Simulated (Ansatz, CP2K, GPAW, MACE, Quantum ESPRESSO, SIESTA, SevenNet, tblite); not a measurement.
## Quantum ESPRESSO on random rock-salt alloy of NbC and TiC (64 atoms): settings compared

How far do other settings of Quantum ESPRESSO move the forces in random rock-salt alloy of NbC and TiC (64 atoms)? One run of the same program serves as the yardstick.

Program: Quantum ESPRESSO 7.5. Level of theory: the method is named at each step. Results are calculated unless marked as measured.

## Step 1: Starting point

The cell holds 64 atoms: 20 Ti, 32 C and 12 Nb. Its edges and angles: a = 8.762 Å, b = 8.762 Å, c = 8.762 Å, α = 90.0°, β = 90.0°, γ = 90.0°. It derives from NbC (rock-salt), repeated 2×2×2. Rock-salt NbC, 2 x 2 x 2 conventional cells, 20 of 32 Nb sites given to Ti at random (x = 0.625), lattice by Vegard's rule (a = 4.381 Å); not relaxed, displaced by a Gaussian of 0.02 Å. Then every atom was moved at random, 0.02 Å r.m.s. a Cartesian component.

The yardstick, on the same geometry:

```
method                 : Kohn-Sham DFT, PBE, SSSP efficiency 1.3.0 pseudopotentials, plane waves (Quantum ESPRESSO 7.5); sssp-pbe-1.3.0-efficiency, cutoffs 45/360 Ry, Γ point
r.m.s. force component : 0.5196 eV/Å
longest force          : 2.174 eV/Å
pressure               : 2.944 GPa
time                   : 3.8 min on 2 MPI ranks of Arm Neoverse V1, shared host
CPU time               : 7.6 min
```

## Step 2: PBE, gbrv-1.5, 40/200 Ry

Method: Kohn-Sham DFT, PBE, GBRV 1.5 ultrasoft pseudopotentials, plane waves.

Contents of pw.in:

```
&control
  calculation = 'scf'
  pseudo_dir = './pseudo'
  outdir = './tmp'
  disk_io = 'none'
  tprnfor = .true.
  tstress = .true.
/
&system
  ibrav = 0
  nat = 64
  ntyp = 3
  ecutwfc = 40
  ecutrho = 200
  nosym = .true.
  occupations = 'smearing'
  smearing = 'fd'
  degauss = 0.003675
/
&electrons
  conv_thr = 3.2e-07
  electron_maxstep = 100
  mixing_beta = 0.2
  mixing_mode = 'local-TF'
  diagonalization = 'david'
/
ATOMIC_SPECIES
Ti 47.867 Ti.upf
C 12.011 C.upf
Nb 92.906 Nb.upf
CELL_PARAMETERS angstrom
8.76240 0.00000 0.00000
0.00000 8.76240 0.00000
0.00000 0.00000 8.76240
ATOMIC_POSITIONS crystal
Ti 0.00160 0.00252 0.00218
C 0.25329 0.00012 0.00156
Nb 0.99677 0.24866 0.25305
C 0.25189 0.25325 0.24903
Ti 0.25004 0.00196 0.24885
C 0.99798 0.00572 0.24824
Ti 0.24299 0.25425 0.99947
C 0.00211 0.25113 0.99974
Ti 0.99815 0.00079 0.49828
C 0.25399 0.00541 0.49587
Ti 0.00015 0.25545 0.75274
C 0.25148 0.25488 0.75225
Ti 0.25512 0.99832 0.74771
C 0.99686 0.00548 0.74953
Nb 0.25361 0.25202 0.49761
C 0.99844 0.24405 0.50242
Nb 0.00217 0.50223 0.99971
C 0.24962 0.49836 0.99525
Nb 0.99372 0.74957 0.25023
C 0.24956 0.74559 0.25077
Ti 0.25571 0.50485 0.24561
C 0.99659 0.50675 0.25581
Nb 0.24801 0.74800 0.99844
C 0.99930 0.74902 0.99856
Nb 0.00442 0.49713 0.50103
C 0.24651 0.50055 0.49684
Ti 0.00227 0.75411 0.75352
C 0.25169 0.74882 0.74849
Ti 0.24709 0.50207 0.74985
C 0.00889 0.49942 0.74084
Nb 0.24905 0.75431 0.50143
C 0.99597 0.75446 0.49796
Ti 0.49961 0.99679 0.99931
C 0.75244 0.99625 0.99861
Ti 0.50052 0.24442 0.24918
C 0.74724 0.25373 0.24925
Nb 0.74644 0.99677 0.24851
C 0.50080 0.00528 0.24919
Nb 0.75151 0.25060 0.99777
C 0.49640 0.24500 0.00413
Ti 0.49834 0.00324 0.49935
C 0.74730 0.00183 0.50134
Nb 0.50037 0.25013 0.74938
C 0.74743 0.25491 0.74938
Nb 0.75192 0.00266 0.74718
C 0.49875 0.99584 0.75345
Ti 0.74764 0.24569 0.50281
C 0.49819 0.25372 0.49839
Ti 0.50508 0.50113 0.00015
C 0.74888 0.49976 0.99699
Ti 0.50089 0.75177 0.24745
C 0.74915 0.75191 0.25271
Ti 0.75559 0.49970 0.25136
C 0.50565 0.49599 0.24941
Ti 0.75200 0.74665 0.00280
C 0.49967 0.74905 0.00021
[... 4 atom lines left out ...]
Ti 0.75146 0.50084 0.74807
C 0.49562 0.50103 0.74898
Ti 0.74638 0.75558 0.50132
C 0.49891 0.74977 0.50364
K_POINTS gamma
```

Launch:

```sh
OMP_NUM_THREADS=1 mpirun -np 2 pw.x -in pw.in > output.txt
```

Output:

```text
Program PWSCF
     gamma-point specific algorithms are used
     Parallelization info
     sticks:   dense  smooth     PW     G-vecs:    dense   smooth      PW
     Min        2185    1752    438               108611    77664    9690
     Max        2188    1753    439               108620    77667    9691
     Sum        4373    3505    877               217231   155331   19381
     bravais-lattice index     =            0
     lattice parameter (alat)  =      16.5585  a.u.
     unit-cell volume          =    4540.1042 (a.u.)^3
     number of atoms/cell      =           64
     number of atomic types    =            3
     number of electrons       =       524.00
     number of Kohn-Sham states=          314
     kinetic-energy cutoff     =      40.0000  Ry
     charge density cutoff     =     200.0000  Ry
     scf convergence threshold =      3.2E-07
     mixing beta               =       0.2000
     number of iterations used =            8  local-TF  mixing
     Exchange-correlation= SLA  PW   PBE  PBE
                           (   1   4   3   4   0   0   0)
     crystal axes: (cart. coord. in units of alat)
               a(1) = (   1.000000   0.000000   0.000000 )
               a(2) = (   0.000000   1.000000   0.000000 )
               a(3) = (   0.000000   0.000000   1.000000 )
     reciprocal axes: (cart. coord. in units 2 pi/alat)
               b(1) = (  1.000000  0.000000  0.000000 )
               b(2) = (  0.000000  1.000000  0.000000 )
               b(3) = (  0.000000  0.000000  1.000000 )
     PseudoPot. # 1 for Ti:
     Pseudo is Ultrasoft + core correction, Zval = 12.0
     PseudoPot. # 2 for C :
     Pseudo is Ultrasoft + core correction, Zval =  4.0
     PseudoPot. # 3 for Nb:
     Pseudo is Ultrasoft + core correction, Zval = 13.0
     atomic species   valence    mass     pseudopotential
     Ti               12.00    47.86700     Ti( 1.00)
     C                 4.00    12.01100     C ( 1.00)
     Nb               13.00    92.90600     Nb( 1.00)
     No symmetry found
   Cartesian axes
     number of k points=     1  Fermi-Dirac smearing, width (Ry)=  0.0037
                       cart. coord. in units 2pi/alat
        k(    1) = (   0.0000000   0.0000000   0.0000000), wk =   2.0000000
     Dense  grid:   108616 G-vectors     FFT dimensions: (  75,  75,  75)
     Smooth grid:    77666 G-vectors     FFT dimensions: (  72,  72,  72)
     Check: negative core charge=   -0.000005
     Initial potential from superposition of free atoms
     starting charge     503.9650, renormalised to     524.0000
     negative rho (up, down):  2.607E-02 0.000E+00
     Starting wfcs are  484 randomized atomic wfcs
     Self-consistent Calculation
     iteration #  1     ecut=    40.00 Ry     beta= 0.20
     negative rho (up, down):  2.343E-02 0.000E+00
     total energy              =   -4181.66264532 Ry
     estimated scf accuracy    <      92.98425624 Ry
     iteration #  2     ecut=    40.00 Ry     beta= 0.20
     negative rho (up, down):  1.856E-02 0.000E+00
     total energy              =   -4169.03009175 Ry
     estimated scf accuracy    <      59.49425017 Ry
     iteration #  3     ecut=    40.00 Ry     beta= 0.20
     negative rho (up, down):  1.559E-02 0.000E+00
     total energy              =   -4169.35217788 Ry
     estimated scf accuracy    <      12.86724439 Ry
     iteration #  4     ecut=    40.00 Ry     beta= 0.20
     negative rho (up, down):  1.631E-02 0.000E+00
     total energy              =   -4170.81785744 Ry
     estimated scf accuracy    <       3.42086219 Ry
     iteration #  5     ecut=    40.00 Ry     beta= 0.20
     negative rho (up, down):  1.591E-02 0.000E+00
     total energy              =   -4171.05723274 Ry
     estimated scf accuracy    <       1.86549067 Ry
     iteration #  6     ecut=    40.00 Ry     beta= 0.20
[...]
total energy              =   -4171.09852020 Ry
     estimated scf accuracy    <       0.31461257 Ry
[...]
c_bands:  1 eigenvalues not converged
[...]
total energy              =   -4171.15847221 Ry
[...]
iteration # 27     ecut=    40.00 Ry     beta= 0.20
[...]
total energy              =   -4171.15847495 Ry
     estimated scf accuracy    <       0.00000293 Ry
     iteration # 28     ecut=    40.00 Ry     beta= 0.20
[...]
total energy              =   -4171.15847491 Ry
     estimated scf accuracy    <       0.00000098 Ry
     iteration # 29     ecut=    40.00 Ry     beta= 0.20
     negative rho (up, down):  1.913E-02 0.000E+00
     End of self-consistent calculation
          k = 0.0000 0.0000 0.0000 (  9691 PWs)   bands (ev):
   -40.6647 -40.6461 -40.6356 -40.6234 -40.6174 -40.6045 -40.6030 -40.5910
   -40.5840 -40.5812 -40.5710 -40.5696 -40.5625 -40.5582 -40.5558 -40.5483
   -40.5372 -40.5211 -40.5026 -40.4835 -38.9059 -38.8879 -38.8659 -38.8527
   -38.8388 -38.8284 -38.8225 -38.8135 -38.8078 -38.7711 -38.7589 -38.7490
   -17.0785 -17.0641 -17.0563 -17.0498 -17.0178 -17.0134 -16.9984 -16.9920
   -16.9914 -16.9849 -16.9792 -16.9725 -16.9659 -16.9579 -16.9547 -16.9517
[...]
18.5570  18.5773  18.5905  18.6158  18.6314  18.6543  18.6631  18.6657
    18.6851  18.6991  18.7187  18.7446  18.7521  18.7902  18.8145  18.8844
    18.8876  18.8914  18.9100  18.9205  18.9262  18.9441  18.9581  19.0870
    19.1191  19.1244
     the Fermi energy is    16.1384 ev
!    total energy              =   -4171.15847480 Ry
     estimated scf accuracy    <       0.00000027 Ry
     smearing contrib. (-TS)   =      -0.00438974 Ry
     internal energy E=F+TS    =   -4171.15408506 Ry
     The total energy is F=E-TS. E is the sum of the following terms:
     one-electron contribution =    -689.90791794 Ry
     hartree contribution      =     631.90794464 Ry
     xc contribution           =    -698.82660689 Ry
     ewald contribution        =   -3414.32750487 Ry
     convergence has been achieved in  29 iterations
     negative rho (up, down):  1.913E-02 0.000E+00
     Forces acting on atoms (cartesian axes, Ry/au):
     atom    1 type  1   force =     0.01832426   -0.00655670   -0.02987059
     atom    2 type  2   force =    -0.01932581    0.00834238   -0.00800375
     atom    3 type  3   force =     0.00849524    0.00926382   -0.00639487
     atom    4 type  2   force =     0.00403638   -0.00423807   -0.01293734
     atom    5 type  1   force =     0.01641169   -0.00810160   -0.01756241
     atom    6 type  2   force =     0.01635513   -0.02049274    0.01085766
[...]
atom   62 type  2   force =     0.01692381    0.00457788    0.01358858
     atom   63 type  1   force =    -0.00325831   -0.02079218    0.02020512
     atom   64 type  2   force =     0.01027673    0.01066753   -0.01940870
     Total force =     0.277757     Total SCF correction =     0.001420
     Computing stress (Cartesian axis) and pressure
     negative rho (up, down):  1.913E-02 0.000E+00
          total   stress  (Ry/bohr**3)                   (kbar)     P=       26.06
   0.00018858  -0.00000434   0.00002348           27.74       -0.64        3.45
  -0.00000434   0.00019063   0.00000283           -0.64       28.04        0.42
   0.00002348   0.00000283   0.00015229            3.45        0.42       22.40
     Message from routine punch:
     Nothing written, as per user request (disk_io='none')
```

Wall time 3.1 min (2 MPI ranks of Arm Neoverse V1, shared host); peak memory 0.73 GiB.

Banners, paths, timers and routine set-up lines are dropped from the logs unmarked, and long logs keep their key lines alone; longer cuts are marked.

Compared with the plane-wave run:

```yaml
r_m_s_force_component: 0.5154 eV/Å
r_m_s_difference_of_force_components: 12.44 meV/Å
longest_difference_of_force_vectors: 45.35 meV/Å
force_difference_over_r_m_s_force: 2.395 %
slope_of_forces_against_the_reference_s: 0.9916
correlation_of_force_components: 0.9997
pressure: 2.606 GPa
pressure_difference: -0.338 GPa
```

Length of the force difference by element (eV/Å):

| element | atoms | mean | most |
| --- | --- | --- | --- |
| C | 32 | 0.027 | 0.045 |
| Nb | 12 | 0.0074 | 0.014 |
| Ti | 20 | 0.0039 | 0.0064 |

Local excerpt of 9 atoms (numbers count through the whole input) about C30, picked at random; x, y, z are measured from there.

| atom | x | y | z | distance (Å) | bonds | Fx | Fy | Fz (eV/Å) |
| --- | --- | --- | --- | --- | --- | --- | --- | --- |
| C30 | 0.00 | 0.00 | 0.00 | 0.00 | 6 | -1.48 | 0.50 | 1.50 |
| Ti29 | 2.09 | 0.02 | 0.08 | 2.09 | 6 | 1.02 | -0.19 | -0.04 |
| Nb25 | -0.04 | -0.02 | -2.10 | 2.10 | 6 | -1.13 | 0.53 | 0.06 |
| Ti11 | -0.08 | -2.14 | 0.10 | 2.14 | 6 | 0.14 | -1.11 | -0.37 |
| Ti27 | -0.06 | 2.23 | 0.11 | 2.24 | 6 | -0.87 | 0.00 | -0.51 |
| Ti61 | -2.26 | 0.01 | 0.06 | 2.26 | 6 | 0.08 | 0.62 | 0.00 |
| Nb17 | -0.06 | 0.02 | 2.27 | 2.27 | 6 | -0.29 | -0.22 | -0.30 |
| C26 | 2.08 | 0.01 | -2.14 | 2.98 | 6 | 0.74 | 0.13 | 0.12 |
| C12 | 2.13 | -2.14 | 0.10 | 3.02 | 6 | -0.33 | -0.60 | -0.10 |

Forces lie 2.4 % from the reference's, at 0.82 times its CPU time.

The difference per atom is largest on C (0.027 eV/Å on average, against 0.0074 on Nb).

## Step 3: What came out

```
force difference from the reference : QE PBE, gbrv-1.5, 40/200 Ry, 2.4 %
its CPU time                        : 6.2 min
```

PBE on plane waves or a grid with other potentials, cutoffs or grids differs from the reference by 2.4 % (QE PBE, gbrv-1.5, 40/200 Ry) of the r.m.s. force; this holds the reference's own error, so differences of a few per cent don't tell which side is nearer the exact PBE result. The reference's pressure holds the uncorrected Pulay stress of its 45 Ry basis, so small pressure differences, and their order, may be the reference's own error. The host structure and its lattice constant were typed by rule, without a check against the phase diagram. The reference's pressure of 2.9 GPa belongs to a cell and atoms that aren't relaxed at this level. The electronic-structure runs sample only Γ, in a cell whose shortest periodic width is 9 Å.

[Also dropped from logs without a mark: logging warnings of Python, and SIESTA's first energy breakdown and zero terms.]

[Logs are printed without paths, hosts, clocks, repeated set-up lines and the standing remarks that a program may print on its own settings, such as how far it seeks lower states.]

[Hosts, paths, dates, database ids (printed as entryN), source tags and the programs' standing remarks are cut or masked in the printed files.]
